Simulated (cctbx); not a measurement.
# Reading a Patterson map

Space group C2/c (no. 15), a = 18.2950 Å, b = 9.0220 Å, c = 11.6720 Å, α = 90.00°, β = 123.61°, γ = 90.00°, content Dy4 I28 Cd8.

The data are simulated with cctbx, not measured: Mo Kα, λ = 0.71073 Å, to d = 0.84 Å, 80 % of the full sphere, strongest reflection 5000 counts, noise from counting, a 1.5 % proportional error and a noise floor of 4 counts (s.d.); no absorption, some extinction.

Patterson synthesis, origin scaled to 1000:

```text
Patterson group C 1 2/m 1
      u       v       w   height  length (A)
  0.000   0.000   0.000   1000.0     0.00
  0.204   0.500   0.572    361.8     8.95
  0.000   0.000   0.500    275.8     5.84
  0.200   0.500   0.057    191.4     5.61
  0.201   0.142   0.598    191.2     7.50
  0.095   0.148   0.335    180.3     3.55
  0.000   0.378   0.500    180.0     6.76
  0.200   0.122   0.096    179.2     3.37
  0.095   0.159   0.835    163.0     3.54
  0.000   0.373   0.000    157.6     3.36
  0.135   0.221   0.711    132.7     5.54
  0.138   0.246   0.214    131.1     3.25
  0.000   0.500   0.500    130.2     7.38
  0.000   0.250   0.500    127.0     6.26
```

Q: Assign the vectors.

A peak at u stands for all pairs with xi − xj = u, with weight Σ ZiZj against Σ Z² = 114508 at the origin. Peak heights follow these weights only roughly, since form factors, motion and series ripples differ, all vectors within 0.55 Å of a peak are counted as merged into it though the farther ones add only part of their weight, and F(000) is left out, which lowers the whole map:

| u | v | w | shortest length (Å) | height | 1000 ΣZiZj/ΣZ² | pairs in the cell |
| --- | --- | --- | --- | --- | --- | --- |
| 0.204 | 0.500 | 0.572 | 4.93 | 362 | 614 | 16 × I–I, 8 × Dy–Cd |
| 0.000 | 0.000 | 0.500 | 5.84 | 276 | 313 | 8 × Cd–Cd, 4 × Dy–Dy |
| 0.200 | 0.500 | 0.057 | 5.61 | 191 | 221 | 8 × Dy–Cd |
| 0.201 | 0.142 | 0.598 | 5.83 | 191 | 300 | 8 × I–Cd, 4 × Dy–I |
| 0.095 | 0.148 | 0.335 | 3.55 | 180 | 211 | 4 × Dy–I, 4 × I–Cd |
| 0.000 | 0.378 | 0.500 | 6.76 | 180 | 398 | 8 × I–Cd, 4 × Dy–I, 4 × I–I |
| 0.200 | 0.122 | 0.096 | 3.36 | 179 | 300 | 8 × I–Cd, 4 × Dy–I |
| 0.095 | 0.159 | 0.835 | 3.53 | 163 | 211 | 4 × Dy–I, 4 × I–Cd |
| 0.000 | 0.373 | 0.000 | 3.37 | 158 | 300 | 8 × I–Cd, 4 × Dy–I |
| 0.135 | 0.221 | 0.711 | 5.54 | 133 | 122 | 4 × Dy–I |

The table stops at ten peaks or at a height of 45, below which ripples compete. In the model behind the data Dy, the heaviest element, has 1 independent site: (0, 0.9881, 3/4), up to an allowed shift of origin; the Dy–Dy vectors are differences of these positions and their symmetry mates. The whole model:

| atom | mult. | x | y | z | Ueq (Å²) |
| --- | --- | --- | --- | --- | --- |
| Dy1 | 4 | 0 | 0.9881 | 3/4 | 0.0060 |
| I1 | 8 | 0.5906 | 0.3383 | 0.0809 | 0.0063 |
| I2 | 8 | 0.6959 | 0.6206 | 0.3507 | 0.0104 |
| I3 | 8 | 0.8710 | 0.2378 | 0.5410 | 0.0089 |
| I4 | 4 | 0 | 0.6182 | 3/4 | 0.0099 |
| Cd1 | 8 | 0.7008 | 0.9961 | 0.3097 | 0.0101 |

The model was made for the exercise: a known structure type with other elements put in, its volume estimated, not relaxed; displacement parameters are assumed.

[Logs are printed without paths, hosts, clocks, repeated set-up lines and the standing remarks that a program may print on its own settings, such as how far it seeks lower states.]
